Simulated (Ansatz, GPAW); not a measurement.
## Si/Ag(111): work function by functional and basis

Wanted: work functions and dipole of Si/Ag(111), with the cost of each level.

Method: Ansatz plane waves; slab in vacuum with a dipole correction, relaxation, in the first sound run; inputs show where later runs differ, in GPAW 26.7.0 and Ansatz 0.2.0.

## Step 1: Set-up

The cell holds 5 atoms: 4 Ag and 1 Si. Cell: a = 2.892 Å, b = 2.892 Å, c = 25.191 Å, α = 90.0°, β = 90.0°, γ = 60.0°. Vacuum lies along c.

## Step 2: Relaxation

Forces are removed first; all later runs use this geometry. The lowest 2 atoms are held at bulk positions and keep their forces.

input.yaml

```yaml
crystal:
  lattice:
    - [2.8920667351, 0.0, 0.0]
    - [1.4460333675, 2.504603262, 0.0]
    - [0.0, 0.0, 25.1905842623]
  atoms:
    - { symbol: Ag, position: [0.0, 0.0, 0.3175789778] }
    - { symbol: Ag, position: [0.3333333333, 0.3333333333, 0.4113188679] }
    - { symbol: Ag, position: [0.6666666667, 0.6666666667, 0.505058758] }
    - { symbol: Ag, position: [0.0, 0.0, 0.5987986482] }
    - { symbol: Si, position: [0.6666666667, 0.6666666667, 0.6824210222] }
kpoints:
  mp_grid: { grid: [12, 12, 1] }
hamiltonian:
  xc: pbe
scf:
  occupations: { method: fermi_dirac, width: 0.1 }
efield:
  axis: 3
  dipole_correction: true
  ramp_width: 0.05
relax:
  f_tol: 0.02
  max_steps: 60
  constraints: [{ sites: [0, 1] }]
output:
  write_potential: true
  write_density: true
  volumetric_format: npy
```

Run with:

```bash
> ansatz run input.yaml --threads 4 --pin off --max-ram 8192MiB --backend cpu --events-out ev --progress --plain --runs-dir out
```

Numbers of over 12 decimals in the logs are rounded to 6 here.

Output:

```text
Engine: ansatz 0.2.0, aarch64-unknown-linux-gnu
Pseudopotentials: kind: paw
Pseudopotential: Ag, paw, valence charge 19, recommended cutoff 420 eV (normal), Ag.paw.azcp
Pseudopotential: Si, paw, valence charge 4, recommended cutoff 420 eV (normal), Si.paw.azcp
Functional definition: PBE
  parameter kappa = 0.804
  parameter beta = 0.066725
  exchange = pbe_x(kappa = kappa, mu = beta*pi^2/3)
  correlation = pbe_c(beta = beta)
Crystal: 5 atoms, lattice volume = 182.467 Å³
Basis set: ecut = 420 eV, 3553 PW (Γ), exchange–correlation on 40×40×360 points (8 copies of the dense FFT grid, shifted against one another)
Bands: 48, of which v1, the nominal top of the filled ones, is band 40 counted from 1 (39 counted from 0)
Symmetry: 6 space group operations
Space group: P3m1 (ITA 156), of the structure as read, at distance tolerance 5.7e-5 Å
k-points: 19 of 144 (time reversal used)
Non-local potential: Ag, projectors of the file, l = 0: 3, l = 1: 2, l = 2: 2, l = 3: 1
Non-local potential: Si, projectors of the file, l = 0: 2, l = 1: 2, l = 2: 2
PAW form: soft (Blöchl's): semilocal exchange-correlation on the pseudo side does not see the compensation charge
PAW one-centre angular grid: Ag, 590 points (default); XC on 64 Gauss nodes
PAW one-centre angular grid: Si, 110 points (default); XC on 64 Gauss nodes
Initial density: superposition of atomic densities (neutral atoms: chi_scale 0, normalization atom), corrected by the library's trained network
Initial wavefunctions: pseudopotential atomic-orbital guess
Functional: x = pbe(κ = 0.804, μ = 0.219515), c = pbe(β = 0.066725)
SCF iter   1: F=—  HF=-30996.698944 eV  |F-HF|=—  |Δ(HF+E_count)|=         —  Δρ=1.58e-3  dr2=8.89e-2  ethr=1.77e-3  p=-0.014 e·Å  D=-1.40e-2 V/Å  ΔV_dip=0.35 eV  dr2_dipole=5.35e-2  V_vac-E_F(+/−)=4.73/4.38 eV  ⟨swp⟩=9.2  Hψ=4111  notcnv=0  defer=7
efield: sawtooth ramp at fractional position 0.9750 (placed from the atoms, in the widest stretch of the axis that holds none; the zero of the levels goes with the place), width 0.0500; the density the first Hamiltonian is built on has a dipole p = -0.014 e·Å; the dipole correction subtracts the counter field D = -1.40e-2 V/Å, which shifts the + side's vacuum level by +0.35 eV against the − side's; the planar-averaged density in the ramp window peaks in size at 4.3e-6 e/Å³
preconditioner: auto → LDOS  [metal: Δε(μ)=0.068 eV  Ē_g=8.656 eV  σ=0.100 eV  W_gap=0.17  n_scr=18 (ndim 8)  ℏωp=19.0 eV  f_vac=0.501  D(μ)=2.03/eV (n_scr^D=10)  β→1.0]
SCF iter   2: F=—  HF=-30996.706777 eV  |F-HF|=—  |Δ(HF+E_count)|=   7.83e-3  Δρ=1.30e-3  dr2=7.62e-3  ethr=1.11e-4  p=-0.017 e·Å  D=-1.67e-2 V/Å  ΔV_dip=0.42 eV  dr2_dipole=5.35e-4  V_vac-E_F(+/−)=4.86/4.44 eV  ⟨swp⟩=2.3  Hψ=1638  notcnv=0  defer=17
SCF iter   3: F=—  HF=-30996.705663 eV  |F-HF|=—  |Δ(HF+E_count)|=   1.11e-3  Δρ=5.18e-4  dr2=1.01e-3  ethr=9.53e-6  p=-0.015 e·Å  D=-1.52e-2 V/Å  ΔV_dip=0.38 eV  dr2_dipole=2.08e-4  V_vac-E_F(+/−)=4.83/4.44 eV  ⟨swp⟩=2.1  Hψ=1419  notcnv=0  defer=17
SCF iter   4: F=—  HF=-30996.705507 eV  |F-HF|=—  |Δ(HF+E_count)|=   1.56e-4  Δρ=1.11e-4  dr2=3.48e-5  ethr=1.27e-6  p=-0.015 e·Å  D=-1.53e-2 V/Å  ΔV_dip=0.38 eV  dr2_dipole=6.52e-6  V_vac-E_F(+/−)=4.83/4.44 eV  ⟨swp⟩=2.3  Hψ=1522  notcnv=0  defer=17
iter 5 did not close the SCF: its close was put off for the readings that it lacked (scf_convergence_deferred on its scf_iter line)
SCF iter   5: F=-30996.705505 eV  HF=-30996.705506 eV  |F-HF|=1.79e-6  |Δ(HF+E_count)|=   2.16e-7  Δρ=3.56e-5  dr2=4.50e-6  ethr=4.35e-8  p=-0.015 e·Å  D=-1.53e-2 V/Å  ΔV_dip=0.38 eV  dr2_dipole=8.03e-7  V_vac-E_F(+/−)=4.83/4.44 eV  ⟨swp⟩=2.9  Hψ=1621  notcnv=0  defer=17
SCF iter   6: F=-30996.705508 eV  HF=-30996.705508 eV  |F-HF|=2.48e-7  |Δ(HF+E_count)|=   1.98e-6  Δρ=1.47e-5  dr2=7.13e-7  ethr=5.62e-9  p=-0.015 e·Å  D=-1.53e-2 V/Å  ΔV_dip=0.38 eV  dr2_dipole=3.56e-8  V_vac-E_F(+/−)=4.83/4.44 eV  ⟨swp⟩=9.4  Hψ=7373  notcnv=0
SCF 1 converged in 6 iterations: F = -30996.705508 eV  dr2 = 7.13e-7
  greatest PAW one-centre occupation: 1.000 electrons in one spin orbital (limit 2), on the Ag atom at site 3 (counted from 0), in its partial waves of l = 0
relax step   1: F+E_penalty+E_count = -30996.70550813 eV  Δ(F+E_penalty+E_count) = +0.000e0 eV  max|allowed force component| = 4.908e-1 eV/Å  Δτ_max = 0.0000 Å  (6 SCF iters, dr2 threshold 1.00e-5 eV, accepted)
Initial density: handed on by an earlier stage of this run
Initial wavefunctions: those handed on with the density
iter 1 solved again at ethr=1.24e-4 eV; its pass at ethr=3.10e-3 eV (dr2=9.89e-2 eV) is discarded
SCF iter   1: F=—  HF=-30996.754050 eV  |F-HF|=—  |Δ(HF+E_count)|=         —  Δρ=4.08e-3  dr2=6.78e-2  ethr=1.24e-4  p=-0.015 e·Å  D=-1.53e-2 V/Å  ΔV_dip=0.38 eV  dr2_dipole=1.23e-2  V_vac-E_F(+/−)=4.83/4.44 eV  ⟨swp⟩=1.9  Hψ=3566  notcnv=0  defer=19
efield: sawtooth ramp at fractional position 0.9750 (handed on by an earlier solve), width 0.0500; the density the first Hamiltonian is built on has a dipole p = -0.015 e·Å; the dipole correction subtracts the counter field D = -1.53e-2 V/Å, which shifts the + side's vacuum level by +0.38 eV against the − side's; the planar-averaged density in the ramp window peaks in size at 2.5e-6 e/Å³
preconditioner: auto → LDOS  [metal: Δε(μ)=0.121 eV  Ē_g=8.557 eV  σ=0.100 eV  W_gap=0.29  n_scr=18 (ndim 8)  ℏωp=19.0 eV  f_vac=0.494  D(μ)=2.07/eV (n_scr^D=10)  β→1.0]
SCF iter   2: F=—  HF=-30996.754344 eV  |F-HF|=—  |Δ(HF+E_count)|=   2.94e-4  Δρ=3.70e-3  dr2=6.79e-2  ethr=8.48e-5  p=-0.012 e·Å  D=-1.18e-2 V/Å  ΔV_dip=0.30 eV  dr2_dipole=8.87e-3  V_vac-E_F(+/−)=4.76/4.46 eV  ⟨swp⟩=2.1  Hψ=1703  notcnv=0  defer=19
SCF iter   3: F=—  HF=-30996.743165 eV  |F-HF|=—  |Δ(HF+E_count)|=   1.12e-2  Δρ=5.75e-4  dr2=1.37e-3  ethr=8.48e-5  p=-0.011 e·Å  D=-1.13e-2 V/Å  ΔV_dip=0.28 eV  dr2_dipole=3.81e-4  V_vac-E_F(+/−)=4.74/4.45 eV  ⟨swp⟩=2.1  Hψ=1500  notcnv=0  defer=20
SCF iter   4: F=—  HF=-30996.742982 eV  |F-HF|=—  |Δ(HF+E_count)|=   1.83e-4  Δρ=2.91e-4  dr2=3.55e-4  ethr=1.72e-6  p=-0.011 e·Å  D=-1.13e-2 V/Å  ΔV_dip=0.28 eV  dr2_dipole=5.66e-5  V_vac-E_F(+/−)=4.74/4.45 eV  ⟨swp⟩=2.7  Hψ=1692  notcnv=0  defer=22
SCF iter   5: F=—  HF=-30996.742968 eV  |F-HF|=—  |Δ(HF+E_count)|=   1.38e-5  Δρ=1.75e-4  dr2=1.04e-4  ethr=4.43e-7  p=-0.011 e·Å  D=-1.11e-2 V/Å  ΔV_dip=0.28 eV  dr2_dipole=1.44e-5  V_vac-E_F(+/−)=4.73/4.45 eV  ⟨swp⟩=2.0  Hψ=1263  notcnv=0  defer=22
SCF iter   6: F=-30996.742957 eV  HF=-30996.742961 eV  |F-HF|=3.73e-6  |Δ(HF+E_count)|=   7.21e-6  Δρ=3.55e-5  dr2=4.87e-6  ethr=1.88e-8  p=-0.011 e·Å  D=-1.10e-2 V/Å  ΔV_dip=0.28 eV  dr2_dipole=8.74e-7  V_vac-E_F(+/−)=4.73/4.45 eV  ⟨swp⟩=10.5  Hψ=7949  notcnv=0
SCF 2 converged in 6 iterations: F = -30996.742957 eV  dr2 = 4.87e-6
relax step   2: F+E_penalty+E_count = -30996.74295719 eV  Δ(F+E_penalty+E_count) = -3.745e-2 eV  max|allowed force component| = 1.476e-1 eV/Å  Δτ_max = 0.1918 Å  (6 SCF iters, dr2 threshold 1.51e-5 eV, accepted)
SCF iter   1: F=—  HF=-30996.747092 eV  |F-HF|=—  |Δ(HF+E_count)|=         —  Δρ=9.59e-4  dr2=4.21e-3  ethr=4.82e-5  p=-0.011 e·Å  D=-1.10e-2 V/Å  ΔV_dip=0.28 eV  dr2_dipole=1.01e-3  V_vac-E_F(+/−)=4.73/4.45 eV  ⟨swp⟩=3.4  Hψ=1988  notcnv=0  defer=23
efield: sawtooth ramp at fractional position 0.9750 (handed on by an earlier solve), width 0.0500; the density the first Hamiltonian is built on has a dipole p = -0.011 e·Å; the dipole correction subtracts the counter field D = -1.10e-2 V/Å, which shifts the + side's vacuum level by +0.28 eV against the − side's; the planar-averaged density in the ramp window peaks in size at 2.8e-6 e/Å³
preconditioner: auto → LDOS  [metal: Δε(μ)=0.121 eV  Ē_g=8.522 eV  σ=0.100 eV  W_gap=0.29  n_scr=18 (ndim 8)  ℏωp=19.0 eV  f_vac=0.492  D(μ)=2.08/eV (n_scr^D=10)  β→1.0]
SCF iter   2: F=—  HF=-30996.746936 eV  |F-HF|=—  |Δ(HF+E_count)|=   1.56e-4  Δρ=9.45e-4  dr2=3.54e-3  ethr=5.26e-6  p=-0.010 e·Å  D=-9.81e-3 V/Å  ΔV_dip=0.25 eV  dr2_dipole=7.08e-4  V_vac-E_F(+/−)=4.71/4.46 eV  ⟨swp⟩=2.2  Hψ=1793  notcnv=0  defer=23
SCF iter   3: F=—  HF=-30996.746408 eV  |F-HF|=—  |Δ(HF+E_count)|=   5.28e-4  Δρ=1.88e-4  dr2=1.27e-4  ethr=4.43e-6  p=-0.010 e·Å  D=-9.68e-3 V/Å  ΔV_dip=0.24 eV  dr2_dipole=3.38e-5  V_vac-E_F(+/−)=4.70/4.46 eV  ⟨swp⟩=2.1  Hψ=1500  notcnv=0  defer=23
SCF iter   4: F=—  HF=-30996.746432 eV  |F-HF|=—  |Δ(HF+E_count)|=   2.44e-5  Δρ=7.45e-5  dr2=1.90e-5  ethr=1.59e-7  p=-0.010 e·Å  D=-9.66e-3 V/Å  ΔV_dip=0.24 eV  dr2_dipole=6.19e-6  V_vac-E_F(+/−)=4.70/4.46 eV  ⟨swp⟩=2.8  Hψ=1611  notcnv=0  defer=23
SCF iter   5: F=—  HF=-30996.746434 eV  |F-HF|=—  |Δ(HF+E_count)|=   1.54e-6  Δρ=3.49e-5  dr2=3.89e-6  ethr=2.38e-8  p=-0.010 e·Å  D=-9.61e-3 V/Å  ΔV_dip=0.24 eV  dr2_dipole=6.80e-7  V_vac-E_F(+/−)=4.70/4.46 eV  ⟨swp⟩=2.0  Hψ=1266  notcnv=0  defer=23
SCF iter   6: F=-30996.746434 eV  HF=-30996.746434 eV  |F-HF|=9.69e-8  |Δ(HF+E_count)|=   1.85e-7  Δρ=6.69e-6  dr2=8.24e-8  ethr=1.70e-9  p=-0.010 e·Å  D=-9.57e-3 V/Å  ΔV_dip=0.24 eV  dr2_dipole=1.82e-9  V_vac-E_F(+/−)=4.70/4.46 eV  ⟨swp⟩=10.9  Hψ=6929  notcnv=0
SCF 3 converged in 6 iterations: F = -30996.746434 eV  dr2 = 8.24e-8
relax step   3: F+E_penalty+E_count = -30996.74643427 eV  Δ(F+E_penalty+E_count) = -3.477e-3 eV  max|allowed force component| = 9.874e-3 eV/Å  Δτ_max = 0.0449 Å  (6 SCF iters, dr2 threshold 1.36e-6 eV, accepted)
iter 1 solved again at ethr=9.88e-11 eV; its pass at ethr=3.10e-3 eV (dr2=7.90e-8 eV) is discarded
SCF iter   1: F=—  HF=-30996.746428 eV  |F-HF|=—  |Δ(HF+E_count)|=         —  Δρ=6.69e-6  dr2=7.89e-8  ethr=9.88e-11  p=-0.010 e·Å  D=-9.57e-3 V/Å  ΔV_dip=0.24 eV  dr2_dipole=8.22e-10  V_vac-E_F(+/−)=4.70/4.46 eV  ⟨swp⟩=1.0  Hψ=2280  notcnv=0  defer=23
efield: sawtooth ramp at fractional position 0.9750 (handed on by an earlier solve), width 0.0500; the density the first Hamiltonian is built on has a dipole p = -0.010 e·Å; the dipole correction subtracts the counter field D = -9.57e-3 V/Å, which shifts the + side's vacuum level by +0.24 eV against the − side's; the planar-averaged density in the ramp window peaks in size at 2.7e-6 e/Å³
preconditioner: auto → LDOS  [metal: Δε(μ)=0.121 eV  Ē_g=8.516 eV  σ=0.100 eV  W_gap=0.29  n_scr=18 (ndim 8)  ℏωp=19.0 eV  f_vac=0.492  D(μ)=2.08/eV (n_scr^D=10)  β→1.0]
SCF iter   2: F=-30996.746434 eV  HF=-30996.746434 eV  |F-HF|=3.37e-8  |Δ(HF+E_count)|=   5.81e-6  Δρ=4.13e-6  dr2=5.22e-8  ethr=9.86e-11  p=-0.010 e·Å  D=-9.55e-3 V/Å  ΔV_dip=0.24 eV  dr2_dipole=5.62e-9  V_vac-E_F(+/−)=4.70/4.46 eV  ⟨swp⟩=10.0  Hψ=6440  notcnv=0
SCF 4 converged in 2 iterations: F = -30996.746434 eV  dr2 = 5.22e-8
relax step   4: F+E_penalty+E_count = -30996.74643426 eV  Δ(F+E_penalty+E_count) = +7.240e-9 eV  max|allowed force component| = 9.994e-3 eV/Å  Δτ_max = 0.0000 Å  (2 SCF iters, accepted)
NSCF: frozen V_eff on 19 k-points
the band table was solved once a step of the walk had ended and its energy, with any forces and stress, was formed, with the checks that follow a solve (4817 applications of the Hamiltonian). They found nothing against the state; the energy, forces and stress were not computed again (output.eigenvalues in the input reference)
WARN: The input density's exchange-correlation potential varies sharply where the density is thin. Do not read a vacuum level from v_tot or v_xc, or from such a field of the output density. On a cell that repeats whose density bears no net charge and no dipole along the vacuum's axis use v_es (v_loc + v_h of the components); under efield.dipole_correction with no amplitude use v_es + v_field, which holds any external [...]
SCF converged after 2 iterations
Free energy (F): -30996.746434 eV
Harris-Foulkes:  -30996.746434 eV  (|F-HF|=3.37e-8)
Internal energy: -30996.677058 eV  (E = F + TS)
E sigma→0 (E₀):  -30996.711746 eV
Entropy (-TS):   -0.069377 eV (-13.875 meV/atom)
Fermi energy:    4.876691 eV
Dipole field:    D = -0.009447 V/Å  (p = -0.009526 e·Å, saw-weighted, corrected)
Work function:   Φ+ = 4.6957 eV   Φ− = 4.4577 eV
Levels:          The Fermi level and band energies are counted from a zero that moves with the ramp; work functions are not
--- Per-component energies (eV) ---
  E_band       = -1883.461750
  E_kinetic    = 2145.663992
  E_local      = -129248.011190  (includes V_loc(G=0)·N_el)
  E_nonlocal   = 345.183390
  E_hartree    = 63752.904961
  E_xc         = -793.277355
  E_vxc        = -984.354091  (∫ρ·V_xc dr)
  E_paw        = -16119.579161  (= ΣΔE_a)
  E_vpaw       = -1647.206797  (= ΣTr[D̂ρ^β])
  E_aug_tail   = 0.001307  (compensation charges beyond the density's cutoff)
  E_efield     = 0.000045  (sawtooth field / dipole correction)
  E_vefield    = -0.545813  (∫n·V_field dr)
  E_ewald      = 48920.436953
  E_smearing   = -0.069377  (= −TS)
  E_closure    = -0.000000  (closes the sum)
  Σ components = -30996.746434   (vs F -30996.746434, Δ=0.00e0)
--- Forces (eV/Å), atoms counted from 1 ---
  atom   1  Ag    -0.00000000    -0.00000000    -0.17258861
  atom   2  Ag     0.00000000     0.00000000     0.16422724
  atom   3  Ag    -0.00000000     0.00000000     0.00999385
  atom   4  Ag    -0.00000000     0.00000000    -0.00677885
  atom   5  Si     0.00000000     0.00000000     0.00530457
  max |Σ_I F_I| component: 1.58e-4 eV/Å
--- Band table (eV; the first three rows and the last of 19) ---
  k-point 0: bands = [... 36 lower, 1.4863, 1.4863, 1.8011, 1.8011, 2.5278, 4.5709, 7.8660, 9.0456, ... 4 higher]
  k-point 1: bands = [... 36 lower, 1.3910, 1.4875, 1.7691, 1.8064, 2.9699, 4.9272, 8.0090, 9.2040, ... 4 higher]
  k-point 2: bands = [... 36 lower, 1.3705, 1.4822, 1.8185, 2.2059, 3.7550, 5.7754, 8.4283, 9.5491, ... 4 higher]
  k-point 18: bands = [... 36 lower, 2.0482, 3.0545, 3.1969, 7.0254, 8.2388, 8.4043, 8.5323, 9.1085, ... 4 higher]
--- Relaxed structure (4 steps of the walk, 4 accepted, 0 SCFs on fresh bases) ---
  F+E_penalty+E_count = -30996.74643426 eV   max|allowed force component| = 9.994e-3 eV/Å
  atoms:
    - { symbol: Ag, position: [-1.8503717077624478e-17, -1.850371707762447e-17, 0.3175789778] }
    - { symbol: Ag, position: [0.333333, 0.333333, 0.4113188679] }
    - { symbol: Ag, position: [0.666667, 0.666667, 0.506773] }
    - { symbol: Ag, position: [-1.7682570115305048e-17, -1.8723742743045228e-17, 0.603211] }
    - { symbol: Si, position: [0.666667, 0.666667, 0.691814] }
```

Run time: 23 s. Hardware: 4 threads of Arm Neoverse N1, shared host; peak memory 0.53 GiB.

Step by step:

| step | energy less that of the first step (eV) | largest force component (eV/Å) |
| --- | --- | --- |
| 1 | 0.0000 | 0.4908 |
| 2 | -0.0374 | 0.1476 |
| 3 | -0.0409 | 0.0099 |
| 4 | -0.0409 | 0.0100 |

The run keeps the 6 symmetry operations that it works with, so distortions that break them were not tested.

The atoms that moved most (Å):

| atom | dx | dy | dz | length |
| --- | --- | --- | --- | --- |
| Si5 | 0.000 | 0.000 | 0.237 | 0.237 |
| Ag4 | 0.000 | 0.000 | 0.111 | 0.111 |
| Ag3 | 0.000 | 0.000 | 0.043 | 0.043 |

The relaxed structure:

```xyz
5
Lattice="2.8921 0.0000 0.0000 1.4460 2.5046 0.0000 0.0000 0.0000 25.1906" Properties=species:S:1:pos:R:3
Ag    0.0000    0.0000    8.0000
Ag    1.4460    0.8349   10.3614
Ag    2.8921    1.6697   12.7659
Ag    0.0000    0.0000   15.1952
Si    2.8921    1.6697   17.4272
```

Numbers from this step:

```
free energy             : -30996.7464 eV
smearing term TS        : 0.06938 eV
symmetry operations     : 6
upper work function     : 4.696 eV
lower work function     : 4.458 eV
dipole along the normal : -0.009526 e·Å
dipole field            : -0.009447 V/Å
vacuum level above      : 9.572 eV
vacuum level below      : 9.334 eV
```

The electrostatic potential energy of an electron (with the applied field's), less the Fermi level, planar mean oscillates, so the rows of the table below give means over windows of 2.38 Å about each position, cut where the curve ends. Its maxima inside the range that stand out by 2 % of the span (Å: eV): 9.2: 0.642, 11.6: 0.983, 14.0: 1.12, 16.4: -0.476. Its minima: 8.0: -12.5, 10.4: -12.7, 12.7: -12.5, 15.3: -12.7, 17.4: -15.0.

Table of electrostatic potential energy of an electron (with the applied field's), less the Fermi level, planar mean by z; means over each step:

| z (Å) | electrostatic potential energy of an electron (with the applied field's), less the Fermi level, planar mean (eV) |
| --- | --- |
| 1.19 | 4.47 |
| 3.57 | 4.45 |
| 5.95 | 3.60 |
| 8.33 | -5.92 |
| 10.71 | -5.94 |
| 13.09 | -5.78 |
| 15.47 | -6.44 |
| 17.85 | -5.78 |
| 20.23 | 4.59 |
| 22.61 | 4.70 |
| 24.99 | 4.68 |

The valence density, planar mean by z:

| z (Å) | valence density, planar mean (e/Å³) |
| --- | --- |
| 4.5 | 2.2e-4 |
| 5.0 | 7.7e-4 |
| 5.5 | 0.00268 |
| 6.0 | 0.00954 |
| 6.5 | 0.0362 |
| 7.0 | 0.158 |
| 7.5 | 1.12 |
| 8.0 | 2.60 |
| 8.5 | 1.13 |
| 9.0 | 0.228 |
| 9.5 | 0.305 |
| 10.0 | 1.67 |
| 10.5 | 2.45 |
| 11.0 | 0.695 |
| 11.5 | 0.186 |
| 12.0 | 0.426 |
| 12.5 | 2.04 |
| 13.0 | 2.16 |
| 13.5 | 0.485 |
| 14.0 | 0.176 |
| 14.5 | 0.557 |
| 15.0 | 2.28 |
| 15.5 | 1.89 |
| 16.0 | 0.399 |
| 16.5 | 0.219 |
| 17.0 | 0.253 |
| 17.5 | 0.263 |
| 18.0 | 0.234 |
| 18.5 | 0.111 |
| 19.0 | 0.0331 |
| 19.5 | 0.00844 |
| 20.0 | 0.00207 |
| 20.5 | 5.2e-4 |
| 21.0 | 1.3e-4 |

The relaxation lowered the energy of the cell by 0.0409 eV.

(Part 1 of 3 ends here.)

[Logs are printed without paths, hosts, clocks, repeated set-up lines and the standing remarks that a program may print on its own settings, such as how far it seeks lower states.]

[Hosts, paths, dates, database ids (printed as entryN), source tags and the programs' standing remarks are cut or masked in the printed files.]
